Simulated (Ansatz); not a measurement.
## Pb chain started as a dimerised line: period, moment and channels by functional

Aim: how far do the period, the moment and the conductance of the Pb chain started as a dimerised line depend on the functional, the datasets and spin-orbit coupling, and at what cost?

Main program and level: Ansatz 0.2.0; DFT PBE, plane waves, PAW; relaxation of a chain's period, in the first sound run; inputs show where later runs differ.

## Step 1: The structure

The cell holds 2 atoms: 2 Pb. Its edges and angles: a = 7.500 Å, b = 7.500 Å, c = 5.548 Å, α = 90.0°, β = 90.0°, γ = 90.0°. Vacuum lies along a and b. The structure's axis is c.

## Step 2: Relaxing the period, level PBE, cutoff 420 eV

Band widths follow the bond lengths, so the chain is relaxed first. The atoms and the third cell vector are free; the box across stays fixed as vacuum. Moments are seeded so that a magnetic state can form if it lies lower. A Fermi-Dirac smearing is set since the result may be a metal. The pressure printed is a third of the stress's trace over the whole box, vacuum included; only the stress along the axis is relaxed.

input.yaml reads:

```yaml
crystal:
  lattice:
    - [7.5, 0.0, 0.0]
    - [0.0, 7.5, 0.0]
    - [0.0, 0.0, 5.548]
  atoms:
    - { symbol: Pb, position: [0.5, 0.5, 0.0], spin: 0.5 }
    - { symbol: Pb, position: [0.5, 0.5, 0.45], spin: 0.5 }
magnetization:
  spin_polarized: true
kpoints:
  mp_grid: { grid: [1, 1, 15] }
scf:
  occupations: { method: fermi_dirac, width: 0.05 }
hamiltonian:
  xc: pbe
relax:
  cell: { fix: [a, b, alpha, beta, gamma] }
  max_steps: 60
```

Launch:

```
> ansatz run input.yaml --threads 4 --pin off --max-ram 8192MiB --backend cpu --events-out ev --progress --plain --runs-dir out
```

Numbers of over 12 decimals in the logs are rounded to 6 here.

Output:

```text
Engine: ansatz 0.2.0, aarch64-unknown-linux-gnu
Pseudopotentials: kind: paw
Pseudopotential: Pb, paw, valence charge 14, recommended cutoff 420 eV (normal), Pb.paw.azcp
Functional definition: PBE
  parameter kappa = 0.804
  parameter beta = 0.066725
  exchange = pbe_x(kappa = kappa, mu = beta*pi^2/3)
  correlation = pbe_c(beta = beta)
Crystal: 2 atoms, lattice volume = 312.075 Å³
Basis set: ecut = 420 eV, 6139 PW (Γ), exchange–correlation on 108×108×80 points (8 copies of the dense FFT grid, shifted against one another)
Bands: 19, of which v1, the nominal top of the filled ones, is band 14 counted from 1 (13 counted from 0)
Symmetry: 16 space group operations
Space group: P4/mmm (ITA 123), of the structure as read, at distance tolerance 6.8e-5 Å
Magnetic group: BNS 123.339 (UNI 999), of the structure as read, at distance tolerance 6.8e-5 Å
k-points: 8 of 15
Non-local potential: Pb, projectors of the file, l = 0: 2, l = 1: 2, l = 2: 2, l = 3: 2
PAW form: soft (Blöchl's): semilocal exchange-correlation on the pseudo side does not see the compensation charge
PAW one-centre angular grid: Pb, 590 points (default); XC on 64 Gauss nodes
Initial density: superposition of atomic densities (neutral atoms: chi_scale 0, normalization atom)
Starting moments: Σ|m| = 1 μB on 2 of 2 sites
Initial wavefunctions: pseudopotential atomic-orbital guess
Functional: x = pbe(κ = 0.804, μ = 0.219515), c = pbe(β = 0.066725)
iter 1 solved again at ethr=1.06e-3 eV; its pass at ethr=3.10e-3 eV (dr2=2.97e-1 eV) is discarded
SCF iter   1: F=—  HF=-23809.631355 eV  |F-HF|=—  |Δ(HF+E_count)|=         —  Δρ=9.54e-3 (↑9.54e-3 ↓8.69e-3)  dr2=3.01e-1  dr2_m=2.02e-1  M=0.165 μB ∫|m|=0.165 μB  β_m=0.30  ethr=1.06e-3  ⟨swp⟩=1.1  Hψ=2408  notcnv=0
preconditioner: auto → LDOS  [metal: Δε(μ)=0.132 eV  Ē_g=5.487 eV  σ=0.050 eV  W_gap=0.45  n_scr=30 (ndim 8)  ℏωp=5.1 eV  f_vac=0.596  D(μ)=2.64/eV (n_scr^D=10)]
spin=Collinear: LDOS preconditioning applied to the charge; magnetization (m = ρ↑ − ρ↓) channel mixes plain (no charge-response kernel on spin).
SCF iter   2: F=—  HF=-23809.594155 eV  |F-HF|=—  |Δ(HF+E_count)|=   3.72e-2  Δρ=6.43e-3 (↑6.43e-3 ↓6.38e-3)  dr2=1.43e-1  dr2_m=1.02e-1  M=0.138 μB ∫|m|=0.138 μB  β_m=0.30  ethr=1.06e-3  ⟨swp⟩=2.0  Hψ=360  notcnv=0
SCF iter   3: F=—  HF=-23809.563915 eV  |F-HF|=—  |Δ(HF+E_count)|=   3.02e-2  Δρ=4.78e-3 (↑3.90e-3 ↓4.78e-3)  dr2=2.19e-2  dr2_m=5.14e-2  M=0.116 μB ∫|m|=0.116 μB  β_m=0.30  ethr=5.11e-4  ⟨swp⟩=2.3  Hψ=618  notcnv=0
SCF iter   4: F=—  HF=-23809.569819 eV  |F-HF|=—  |Δ(HF+E_count)|=   5.90e-3  Δρ=3.07e-3 (↑3.02e-3 ↓3.07e-3)  dr2=5.17e-3  dr2_m=2.59e-2  M=0.101 μB ∫|m|=0.101 μB  β_m=0.30  ethr=7.81e-5  ⟨swp⟩=2.6  Hψ=663  notcnv=0
SCF iter   5: F=—  HF=-23809.572920 eV  |F-HF|=—  |Δ(HF+E_count)|=   3.10e-3  Δρ=2.23e-3 (↑2.10e-3 ↓2.23e-3)  dr2=1.73e-3  dr2_m=1.31e-2  M=0.087 μB ∫|m|=0.088 μB  β_m=0.30  ethr=1.85e-5  ⟨swp⟩=2.9  Hψ=575  notcnv=0
SCF iter   6: F=—  HF=-23809.575318 eV  |F-HF|=—  |Δ(HF+E_count)|=   2.40e-3  Δρ=1.56e-3 (↑1.56e-3 ↓1.50e-3)  dr2=7.86e-5  dr2_m=6.65e-3  M=0.075 μB ∫|m|=0.076 μB  β_m=0.30  ethr=6.18e-6  ⟨swp⟩=2.7  Hψ=562  notcnv=0
SCF iter   7: F=—  HF=-23809.576286 eV  |F-HF|=—  |Δ(HF+E_count)|=   9.68e-4  Δρ=1.09e-3 (↑1.09e-3 ↓1.08e-3)  dr2=1.43e-5  dr2_m=3.38e-3  M=0.066 μB ∫|m|=0.066 μB  β_m=0.30  ethr=2.81e-7  ⟨swp⟩=2.7  Hψ=571  notcnv=0
Mixer restart at iter 7: flushing history
spin-set hold released at iteration 7 (site moments contracting): the magnetisation degrees of freedom join the quasi-Newton model from the next iteration; the mixer history was flushed
SCF iter   8: F=—  HF=-23809.576834 eV  |F-HF|=—  |Δ(HF+E_count)|=   5.48e-4  Δρ=7.80e-4 (↑7.80e-4 ↓7.76e-4)  dr2=7.53e-6  dr2_m=1.73e-3  M=0.058 μB ∫|m|=0.058 μB  β_m=0.65  ethr=5.11e-8  ⟨swp⟩=2.0  Hψ=345  notcnv=0
SCF iter   9: F=—  HF=-23809.577599 eV  |F-HF|=—  |Δ(HF+E_count)|=   7.65e-4  Δρ=6.64e-5 (↑6.22e-5 ↓6.64e-5)  dr2=5.87e-7  dr2_m=1.18e-5  M=0.028 μB ∫|m|=0.029 μB  β_m=0.82  ethr=2.69e-8  ⟨swp⟩=3.0  Hψ=581  notcnv=0
SCF iter  10: F=—  HF=-23809.577648 eV  |F-HF|=—  |Δ(HF+E_count)|=   4.92e-5  Δρ=4.28e-5 (↑4.18e-5 ↓4.28e-5)  dr2=3.16e-7  dr2_m=5.09e-6  M=0.019 μB ∫|m|=0.019 μB  β_m=0.91  ethr=2.10e-9  ⟨swp⟩=3.1  Hψ=621  notcnv=0
SCF iter  11: F=—  HF=-23809.577697 eV  |F-HF|=—  |Δ(HF+E_count)|=   4.85e-5  Δρ=1.49e-5 (↑1.43e-5 ↓1.49e-5)  dr2=3.25e-6  dr2_m=2.00e-7  M=0.004 μB ∫|m|=0.004 μB  β_m=0.72  ethr=1.13e-9  ⟨swp⟩=3.8  Hψ=807  notcnv=0
SCF iter  12: F=—  HF=-23809.577698 eV  |F-HF|=—  |Δ(HF+E_count)|=   9.52e-7  Δρ=2.01e-6 (↑2.01e-6 ↓1.91e-6)  dr2=1.52e-8  dr2_m=8.68e-9  M=0.001 μB ∫|m|=0.001 μB  β_m=0.86  ethr=3.57e-10  ⟨swp⟩=3.6  Hψ=1421  notcnv=0
SCF iter  13: F=—  HF=-23809.577698 eV  |F-HF|=—  |Δ(HF+E_count)|=   8.88e-8  Δρ=3.65e-7 (↑3.65e-7 ↓3.17e-7)  dr2=1.82e-9  dr2_m=1.54e-10  M=0.000 μB ∫|m|=0.000 μB  β_m=0.93  ethr=5.42e-11  ⟨swp⟩=4.8  Hψ=922  notcnv=0
SCF iter  14: F=-23809.577698 eV  HF=-23809.577698 eV  |F-HF|=3.27e-11  |Δ(HF+E_count)|=   2.34e-9  Δρ=8.60e-8 (↑8.60e-8 ↓5.45e-8)  dr2=1.07e-10  dr2_m=3.98e-12  M=0.000 μB ∫|m|=0.000 μB  ethr=6.51e-12  ⟨swp⟩=3.6  Hψ=679  notcnv=0
WARN: the starting moments were not kept: the SCF closed with an absolute magnetisation of 2.9e-6 μB, where they sum to 1 μB in size (2 sites). That is at most 0.1 of that sum. Measured as dr2_m measures the in/out step, that magnetisation stands 3.5e-13 eV from none, at or under the dr2_threshold of 1.0e-7 eV: it is no larger than a step whose dr2_m would equal this threshold. The system may hold no moment; this SCF [...]
SCF 1 converged in 14 iterations: F = -23809.577698 eV  dr2 = 1.07e-10
  greatest PAW one-centre occupation: 0.978 electrons in one spin orbital (limit 2), on the Pb atom at site 1 (counted from 0), in its partial waves of l = 2
relax step   1: F+E_penalty+E_count = -23809.57769796 eV  Δ(F+E_penalty+E_count) = +0.000e0 eV  max|allowed force component| = 4.169e0 eV/Å  Δτ_max = 0.0000 Å  P = +1.649 GPa  Ω = 312.075 Å³  fix = [a, b, alpha, beta, gamma]  reactions: a +0.277, b +0.277 GPa  (14 SCF iters, dr2 threshold 1.00e-7 eV, accepted)
Crystal: 2 atoms, lattice volume = 314.172 Å³
Basis set: ecut = 420 eV, 6195 PW (Γ), exchange–correlation on 108×108×80 points (8 copies of the dense FFT grid, shifted against one another)
Initial density: handed on by an earlier stage of this run
Starting moments: Σ|m| = 1 μB on 2 of 2 sites; this step starts from the density that it was given
Initial wavefunctions: those handed on with the density
[...]
iter 6 did not close the SCF: its close was put off for a magnetic moment that had not settled (scf_convergence_deferred on its scf_iter line)
SCF iter   6: F=-23810.165994 eV  HF=-23810.165994 eV  |F-HF|=1.55e-7  |Δ(HF+E_count)|=   1.59e-6  Δρ=4.89e-6 (↑4.61e-6 ↓4.89e-6)  dr2=7.39e-9  dr2_m=6.45e-8  M=-0.001 μB ∫|m|=0.001 μB  β_m=0.90  ethr=3.73e-10  ⟨swp⟩=5.0  Hψ=1096  notcnv=0
iter 7 did not close the SCF: its close was put off for a magnetic moment that had not settled (scf_convergence_deferred on its scf_iter line)
SCF iter   7: F=-23810.165994 eV  HF=-23810.165994 eV  |F-HF|=1.65e-8  |Δ(HF+E_count)|=   3.07e-7  Δρ=1.57e-6 (↑1.57e-6 ↓1.44e-6)  dr2=1.08e-9  dr2_m=6.47e-9  M=-0.000 μB ∫|m|=0.000 μB  β_m=0.95  ethr=2.64e-11  ⟨swp⟩=1.1  Hψ=1051  notcnv=0
iter 8 did not close the SCF: its close was put off for a magnetic moment that had not settled (scf_convergence_deferred on its scf_iter line)
SCF iter   8: F=-23810.165994 eV  HF=-23810.165994 eV  |F-HF|=2.04e-10  |Δ(HF+E_count)|=   3.55e-8  Δρ=1.80e-7 (↑1.78e-7 ↓1.80e-7)  dr2=9.63e-11  dr2_m=7.76e-11  M=-0.000 μB ∫|m|=0.000 μB  β_m=0.97  ethr=3.85e-12  ⟨swp⟩=1.0  Hψ=986  notcnv=0
SCF iter   9: F=-23810.165994 eV  HF=-23810.165994 eV  |F-HF|=7.28e-12  |Δ(HF+E_count)|=  4.44e-10  Δρ=2.45e-8 (↑2.45e-8 ↓2.34e-8)  dr2=9.80e-13  dr2_m=1.44e-12  M=-0.000 μB ∫|m|=0.000 μB  ethr=1.00e-12  ⟨swp⟩=1.0  Hψ=898  notcnv=0
the starting moments were not kept: the SCF closed with an absolute magnetisation of 4.2e-6 μB, where they sum to 1 μB in size (2 sites). That is at most 0.1 of that sum. Measured as dr2_m measures the in/out step, that magnetisation stands 5.5e-13 eV from none, at or under the dr2_threshold of 2.0e-7 eV: it is no larger than a step whose dr2_m would equal this threshold.
SCF 3 converged in 9 iterations: F = -23810.165994 eV  dr2 = 9.80e-13
relax step   3: F+E_penalty+E_count = -23810.16599420 eV  Δ(F+E_penalty+E_count) = -1.252e-1 eV  max|allowed force component| = 3.046e-1 eV/Å  Δτ_max = 0.0406 Å  P = +0.285 GPa  Ω = 325.106 Å³  energy of the carried Pulay correction = -3.486e-4 eV  fix = [a, b, alpha, beta, gamma]  reactions: a +0.281, b +0.281 GPa  (9 SCF iters, dr2 threshold 2.00e-7 eV, accepted)
[...]
relax step   4: F+E_penalty+E_count = -23810.17452819 eV  Δ(F+E_penalty+E_count) = -8.534e-3 eV  max|allowed force component| = 2.210e-3 eV/Å  Δτ_max = 0.0182 Å  P = +0.199 GPa  Ω = 327.945 Å³  energy of the carried Pulay correction = -4.215e-4 eV  fix = [a, b, alpha, beta, gamma]  reactions: a +0.278, b +0.278 GPa  (8 SCF iters, dr2 threshold 2.00e-7 eV, accepted)
Initial wavefunctions: pseudopotential atomic-orbital guess (no wavefunctions were taken with the density)
iter 1 solved again at ethr=4.24e-8 eV; its pass at ethr=3.10e-3 eV (dr2=1.19e-5 eV) is discarded
SCF iter   1: F=—  HF=-23810.175009 eV  |F-HF|=—  |Δ(HF+E_count)|=         —  Δρ=1.67e-5 (↑1.67e-5 ↓1.67e-5)  dr2=6.74e-7  dr2_m=4.38e-12  M=-0.000 μB ∫|m|=0.000 μB  β_m=0.30  ethr=4.24e-8  ⟨swp⟩=4.9  Hψ=2868  notcnv=0
preconditioner: auto → Resta (q_TF=auto, 1.810 Å⁻¹)  ε∞=1.5  [insulator: Δε(μ)=0.237 eV  Ē_g=15.640 eV  σ=0.050 eV  W_gap=0.76  n_scr=30 (ndim 8)  ℏωp=10.9 eV  f_vac=0.620  D(μ)=2.80/eV (n_scr^D=10)  ε∞_Penn≈1.5  vacuum switching on, ρ_ref=1.8e-2 e/Å³]
spin=Collinear: Resta preconditioning applied to the charge; magnetization (m = ρ↑ − ρ↓) channel mixes plain (no charge-response kernel on spin).
SCF iter   2: F=—  HF=-23810.174910 eV  |F-HF|=—  |Δ(HF+E_count)|=   9.93e-5  Δρ=1.13e-5 (↑1.13e-5 ↓1.13e-5)  dr2=2.68e-7  dr2_m=3.30e-12  M=-0.000 μB ∫|m|=0.000 μB  β_m=0.54  ethr=2.41e-9  ⟨swp⟩=2.3  Hψ=494  notcnv=0
SCF iter   3: F=—  HF=-23810.174909 eV  |F-HF|=—  |Δ(HF+E_count)|=   9.98e-7  Δρ=1.83e-6 (↑1.82e-6 ↓1.83e-6)  dr2=6.99e-9  dr2_m=8.77e-13  M=-0.000 μB ∫|m|=0.000 μB  β_m=0.64  ethr=9.57e-10  ⟨swp⟩=2.1  Hψ=538  notcnv=0
SCF iter   4: F=—  HF=-23810.174910 eV  |F-HF|=—  |Δ(HF+E_count)|=   1.61e-6  Δρ=1.26e-7 (↑1.22e-7 ↓1.26e-7)  dr2=8.39e-11  dr2_m=2.52e-13  M=-0.000 μB ∫|m|=0.000 μB  β_m=0.68  ethr=2.50e-11  ⟨swp⟩=3.6  Hψ=594  notcnv=0
SCF iter   5: F=—  HF=-23810.174924 eV  |F-HF|=—  |Δ(HF+E_count)|=   1.37e-5  Δρ=4.47e-8 (↑4.45e-8 ↓4.47e-8)  dr2=5.15e-11  dr2_m=9.90e-14  M=-0.000 μB ∫|m|=0.000 μB  β_m=0.65  ethr=1.00e-12  ⟨swp⟩=9.4  Hψ=1900  notcnv=0
SCF iter   6: F=-23810.174924 eV  HF=-23810.174924 eV  |F-HF|=3.35e-10  |Δ(HF+E_count)|=  7.89e-10  Δρ=2.48e-8 (↑2.46e-8 ↓2.48e-8)  dr2=1.47e-11  dr2_m=6.11e-14  M=-0.000 μB ∫|m|=0.000 μB  ethr=1.00e-12  ⟨swp⟩=5.1  Hψ=1412  notcnv=0
the starting moments were not kept: the SCF closed with an absolute magnetisation of 1.4e-6 μB, where they sum to 1 μB in size (2 sites). That is at most 0.1 of that sum. Measured as dr2_m measures the in/out step, that magnetisation stands 6.5e-14 eV from none, at or under the dr2_threshold of 2.0e-11 eV: it is no larger than a step whose dr2_m would equal this threshold.
SCF 5 converged in 6 iterations: F = -23810.174924 eV  dr2 = 1.47e-11
relax step   5: F+E_penalty+E_count = -23810.17492395 eV  Δ(F+E_penalty+E_count) = -3.958e-4 eV  max|allowed force component| = 2.211e-3 eV/Å  Δτ_max = 0.0000 Å  P = +0.199 GPa  Ω = 327.945 Å³  fix = [a, b, alpha, beta, gamma]  reactions: a +0.278, b +0.278 GPa  stress off target by 4.16e-2 GPa on what of the cell is left free  SCF on the basis re-selected at this cell (its energy is not comparable with the rows above)  (6 SCF iters)
basis re-selected at this cell: Δ(F+E_penalty+E_count) = -3.958e-4 eV, ΔP = -0.000 GPa vs the last step (what re-selecting the basis moved, of the pressure what is left beyond the Pulay correction that the steps carried, after the strain that the cell walked since its last selection, with what the two solves' SCF thresholds leave and, on support functions, any second-order correction that the steps lacked; it is no m [...]
SCF converged after 6 iterations
Magnetization: -0.0000 μB (14.0000 up, 14.0000 down)
Absolute magnetization: 0.0000 μB (∫|ρ↑−ρ↓|, with the PAW one-centre terms)
Spin contamination: 0.0000 ħ² per cell (⟨S²⟩ above its minimum at these occupations)
Per-site moments (μB) at R_I (Å): [(-2.220705985259658e-7, 1.202337), (-2.2207059852351938e-7, 1.202337)]
Free energy (F): -23810.174924 eV
Harris-Foulkes:  -23810.174924 eV  (|F-HF|=3.35e-10)
Internal energy: -23810.151153 eV  (E = F + TS)
E sigma→0 (E₀):  -23810.163038 eV
Entropy (-TS):   -0.023771 eV (-11.885 meV/atom)
Fermi energy:    -1.290995 eV
--- Per-component energies (eV) ---
  E_band       = -407.943293
  E_kinetic    = 576.922195
  E_local      = -5054.610897  (includes V_loc(G=0)·N_el)
  E_nonlocal   = 698.966843
  E_hartree    = 2151.306619
  E_xc         = -438.308076
  E_vxc        = -260.498052  (∫ρ·V_xc dr)
  E_paw        = -20812.154329  (= ΣΔE_a)
  E_vpaw       = -671.336658  (= ΣTr[D̂ρ^β])
  E_aug_tail   = 0.000097  (compensation charges beyond the density's cutoff)
  E_ewald      = -932.273604
  E_smearing   = -0.023771  (= −TS)
  E_closure    = 0.000000  (closes the sum)
  Σ components = -23810.174924   (vs F -23810.174924, Δ=0.00e0)
--- Forces (eV/Å), atoms counted from 1 ---
  atom   1  Pb     0.00000000     0.00000000     0.00221094
  atom   2  Pb     0.00000000    -0.00000000    -0.00221094
  max |Σ_I F_I| component: 2.02e-28 eV/Å
--- Stress (GPa, compression-positive) ---
        0.277753       0.000000       0.000000
        0.000000       0.277753       0.000000
        0.000000       0.000000       0.041552
  P = ⅓ Tr σ = 0.1990 GPa (1.990 kbar)
--- Relaxed structure (4 steps of the walk, 4 accepted, 1 SCFs on fresh bases) ---
  F+E_penalty+E_count = -23810.17492395 eV   max|allowed force component| = 2.211e-3 eV/Å   (the final SCF, on the basis selected at the relaxed cell)
  cell:  # Å, volume = 327.9445 Å³
    - [7.5, 0.0, 0.0]
    - [0.0, 7.5, 0.0]
    - [0.0, 0.0, 5.830125]
  atoms:
    - { symbol: Pb, position: [0.5, 0.5, -0.025026] }
    - { symbol: Pb, position: [0.5, 0.5, 0.475026] }
```

Run time: 9.9 s. Hardware: 4 threads of Arm Neoverse V2, shared host; peak memory 0.59 GiB; 37 s of CPU time.

Relaxation path:

```csv
step,energy less that of the first step (eV),largest force component (eV/Å),pressure (GPa),volume (Å³)
1,0.0000,4.1687,1.65,312.07
2,-0.4631,1.3891,0.79,314.17
3,-0.5883,0.3046,0.28,325.11
4,-0.5968,0.0022,0.20,327.94
5*,-0.5972,0.0022,0.20,327.94
```

Relaxation steps marked * repeat the geometry before them on a plane-wave basis chosen anew for their cell, so energy and pressure can jump there.

Forces are held to the 16 operations that the run works with; a distortion that breaks them can't arise in this run.

```csv
cell as run,before,after,change
c (Å),5.548,5.830,+5.1 %
```

The atoms that moved most (Å, along periodic axes as changes of fractional coordinates times the final cell, across vacuum about the mean position):

```csv
atom,dx,dy,dz,length
Pb1,0.000,0.000,-0.146,0.146
Pb2,0.000,0.000,0.146,0.146
```

Final coordinates:

```xyz
2
Lattice="7.5000 0.0000 0.0000 0.0000 7.5000 0.0000 0.0000 0.0000 5.8301" Properties=species:S:1:pos:R:3
Pb    3.7500    3.7500   -0.1459
Pb    3.7500    3.7500    2.7695
```

Numbers from this step:

```
energy at zero smearing    : -23810.1630 eV
cell length along the wire : 5.830 Å
```

The cell's length comes to 5.830 Å with no moment. The two atoms stand evenly on a line, so the true period is half of it.

[end of part 1 of 3]

[Logs are printed without paths, hosts, clocks, repeated set-up lines and the standing remarks that a program may print on its own settings, such as how far it seeks lower states.]

[Hosts, paths, dates, database ids (printed as entryN), source tags and the programs' standing remarks are cut or masked in the printed files.]
